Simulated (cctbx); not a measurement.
**Lattice, Laue class and space group of a new crystal**

Cell: a = 13.6580 Å, b = 13.6580 Å, c = 5.7940 Å, α = 90.00°, β = 90.00°, γ = 120.00°. Expected content of the cell: Pr18 Ru24.

The data are simulated with cctbx, not measured: synchrotron X-rays, λ = 0.7749 Å, to d = 0.65 Å, 50 % of the full sphere, strongest reflection 20000 counts, noise from counting, a 6 % proportional error and a noise floor of 15 counts (s.d.); no absorption.

Tests on the unmerged data give:

```text
7140 reflections to d = 0.650 A
centring   violations  <I/sigma> of those
    A       1138 of  3567      4.3
    B       1129 of  3565      4.2
    C       1119 of  3580      4.2
    I       1118 of  3593      4.1
    R          0 of  4740      0.0
    F       1693 of  5356      4.3
Laue class    unique    Rint  (classes that these axes allow; Friedel mates merged)
R -3 :H           783   0.044
R -3 m :H         444   0.056
space group    extra absences  I>4sigma  <I/sigma>
R 3 2 :H                0          0         -  acentric
R 3 m :H                0          0         -  acentric
R -3 m :H               0          0         -  centric
Wilson B = 0.28 A^2   <|E^2-1|> = 0.712 (0.968 centric, 0.736 acentric)   E^2>4: 0.5 %
shell (A)         n   <I/sigma>
 6.83 - 1.30     64     24.6
 1.30 - 1.03     58     26.4
 1.03 - 0.90     53     26.9
 0.90 - 0.82     53     23.3
 0.82 - 0.76     58     23.5
 0.76 - 0.72     50     25.7
 0.72 - 0.68     53     25.4
 0.68 - 0.65     55     21.0
```

Q: Read the symmetry from these tables.

The reflections that R centring forbids are absent (⟨I/σ⟩ near 0), so the lattice is R.

Rint stays low (0.044 to 0.056) up to R -3 m :H, the highest class in these axes.

3 settings pass the absence test. No glide or screw absences show, which leaves R 3 2, R 3 m and R -3 m.

⟨|E²−1|⟩ = 0.712 leans to a non-centrosymmetric structure. Here that hint misleads, because twinning averages intensities and lowers the statistic. The Wilson B of 0.28 Å² means U ≈ 0.0035 Å².

The true group is R-3 (no. 148), Laue class -3, centrosymmetric. It isn't in the list: the twinning raises the apparent Laue symmetry.

The crystal is twinned by the law (0 1 0 1 0 0 0 0 -1) with a minor fraction of 0.47; Rint in the higher class falls towards the noise as the fraction nears 1/2.

This is a model crystal, built by substitution and not relaxed, with assumed displacement parameters.

[Logs are printed without paths, hosts, clocks, repeated set-up lines and the standing remarks that a program may print on its own settings, such as how far it seeks lower states.]
